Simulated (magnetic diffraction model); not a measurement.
**Ce3Ir2 below its ordering temperature**

Space group C2/m (no. 12), a = 13.5830 Å, b = 3.8240 Å, c = 9.8640 Å, β = 105.59°.

| site | atom | x | y | z |
| --- | --- | --- | --- | --- |
| 4i | Ir | 0.7622 | 0 | 0.7722 |
| 4i | Ir | 0.9665 | 0 | 0.8592 |
| 4i | Ce | 0.5931 | 1/2 | 0.6668 |
| 4i | Ce | 0.6426 | 0 | 0.3713 |
| 4i | Ce | 0.6356 | 0 | 0.9999 |

This is a made-up structure (elements placed in a structure type, unrelaxed), so the numbers test the method and describe no known phase.

Only Ce is taken to order (form factors of Ce3+); orders and moment sizes are assumed, and not adapted to the symmetry. Radiation: neutrons of λ = 1.8 Å (absorption by Ir left out), 3° to 40°; isotropic B of 0.55 Å² (Ir) and 0.59 Å² (Ce). The intensities are simulated: I ∝ L Σ (|F_N|² + |F_M⊥|²) for unpolarised neutrons, with F_M = 2.695 fm/μB × Σ f(s) S exp(2πi Q·r) exp(−B s²) at Q = H ± k (one set where k and −k are equivalent), only the part normal to Q counting and L = 1/(sin²θ cos θ). For collinear order S is the moment m, which repeats by lattice and centring translations R with the sign exp(−2πi k·R). Form factors are spin-only for 3d ions and dipole or tabulated for f ions, scattering lengths are Sears's of 1992, and absorption is left out. A label names one of the reflections at its angle. The strongest nuclear line in the range is 100, and lines under 0.2 are left out.

Above the ordering temperature:

```tsv
2θ (°)	index	I
10.87	(0 0 1)	82.1
15.82	(2 0 0)	0.3
16.62	(2 0 -1)	46.3
21.84	(0 0 2)	39.7
23.31	(2 0 -2)	37.5
28.39	(1 1 0)	37.9
29.68	(1 1 -1)	49.2
30.42	(2 0 2)	1.6
30.84	(4 0 -1)	3.8
31.26	(1 1 1)	4.9
31.94	(4 0 0)	4.2
33.61	(4 0 -2)	0.6
34.72	(1 1 -2)	3.4
36.19	(3 1 -1)	5.9
36.48	(3 1 0)	53.7
36.62	(4 0 1)	8.0
37.44	(1 1 2)	100.0
39.26	(3 1 -2)	52.5
39.55	(4 0 -3)	33.4
```

Below it (cell unchanged):

```tsv
2θ (°)	I
10.87	82.1
14.09	31.4
15.82	0.3
16.62	46.3
18.01	8.6
18.47	7.2
19.34	5.0
21.84	39.7
22.70	9.1
23.31	37.5
24.05	8.0
24.12	1.3
25.16	8.3
25.81	8.7
26.98	1.4
28.39	37.9
28.79	0.8
29.68	49.2
30.35	0.8
30.42	1.6
30.84	3.8
30.88	4.7
31.09	0.8
31.26	4.9
31.94	4.2
33.53	0.8
33.61	0.6
34.72	3.4
34.81	6.4
35.02	5.1
36.19	5.9
36.26	0.6
36.47	2.9
36.48	53.7
36.62	8.0
37.07	1.8
```
(The table stops after 36 lines; 5 more lie at higher angle.)

**Question.** Check that the new lines index with k = (1/2 1/2 0), then choose among these models:
A. collinear moments along [100], 1.5 μB on Ce; signs + at (0.5931, 1/2, 0.6668), − at (0.9069, 0, 0.3332), + at (0.6426, 0, 0.3713), − at (0.8574, 1/2, 0.6287), + at (0.6356, 0, 0.9999), − at (0.8644, 1/2, 0.0001)
B. collinear moments along [001], 1.5 μB on Ce; signs + at (0.5931, 1/2, 0.6668), − at (0.9069, 0, 0.3332), + at (0.6426, 0, 0.3713), − at (0.8574, 1/2, 0.6287), + at (0.6356, 0, 0.9999), − at (0.8644, 1/2, 0.0001)
C. collinear moments along [100], 1.5 μB on Ce; signs + at (0.5931, 1/2, 0.6668), − at (0.9069, 0, 0.3332), + at (0.6426, 0, 0.3713), + at (0.8574, 1/2, 0.6287), + at (0.6356, 0, 0.9999), − at (0.8644, 1/2, 0.0001)
D. collinear moments along [001], 1.5 μB on Ce; signs + at (0.5931, 1/2, 0.6668), − at (0.9069, 0, 0.3332), + at (0.6426, 0, 0.3713), + at (0.8574, 1/2, 0.6287), + at (0.6356, 0, 0.9999), − at (0.8644, 1/2, 0.0001)

The new lines index as (1/2 1/2 0) at 14.09°, (3/2 -1/2 0) at 18.01°, (1/2 1/2 1) at 18.47° and (-3/2 1/2 1) at 19.34°, that is as H ± k with k = (1/2 1/2 0), one of 2 inequivalent arms of its star (k and −k counted as one), which a powder can't tell apart. Half indices mean that the moments reverse under translations with k·R a half-integer, and the magnetic cell has twice the primitive volume.

Magnetic intensity, observed (below minus above) and for each model:

| 2θ (°) | index | observed | A | B | C | D |
| --- | --- | --- | --- | --- | --- | --- |
| 14.09 | (1/2 1/2 0) | 31.4 | 31.4 | 33.9 | 7.8 | 8.4 |
| 17.16 | (1/2 1/2 -1) | <0.2 | <0.2 | <0.2 | 8.8 | 5.8 |
| 18.01 | (3/2 -1/2 0) | 8.6 | 8.6 | 14.4 | 10.8 | 18.1 |
| 18.47 | (1/2 1/2 1) | 7.2 | 7.2 | 5.1 | 29.2 | 20.7 |
| 24.05 | (5/2 1/2 0) | 8.0 | 8.0 | 21.8 | 5.1 | 13.9 |
| 25.16 | (1/2 1/2 -2) | 8.3 | 8.3 | 2.5 | 18.1 | 5.5 |
| 25.81 | (-3/2 1/2 2) | 8.7 | 8.7 | 3.6 | 1.5 | 0.6 |
| 30.35 | (-7/2 1/2 1) | 0.8 | 0.8 | 3.2 | 2.4 | 9.6 |

Model A matches.

The absence at (1/2 1/2 -1) is telling: the sublattices cancel there.

The structure used: k = (1/2 1/2 0), collinear moments along [100], 1.5 μB on Ce; signs + at (0.5931, 1/2, 0.6668), − at (0.9069, 0, 0.3332), + at (0.6426, 0, 0.3713), − at (0.8574, 1/2, 0.6287), + at (0.6356, 0, 0.9999), − at (0.8644, 1/2, 0.0001).

[Logs are printed without paths, hosts, clocks, repeated set-up lines and the standing remarks that a program may print on its own settings, such as how far it seeks lower states.]
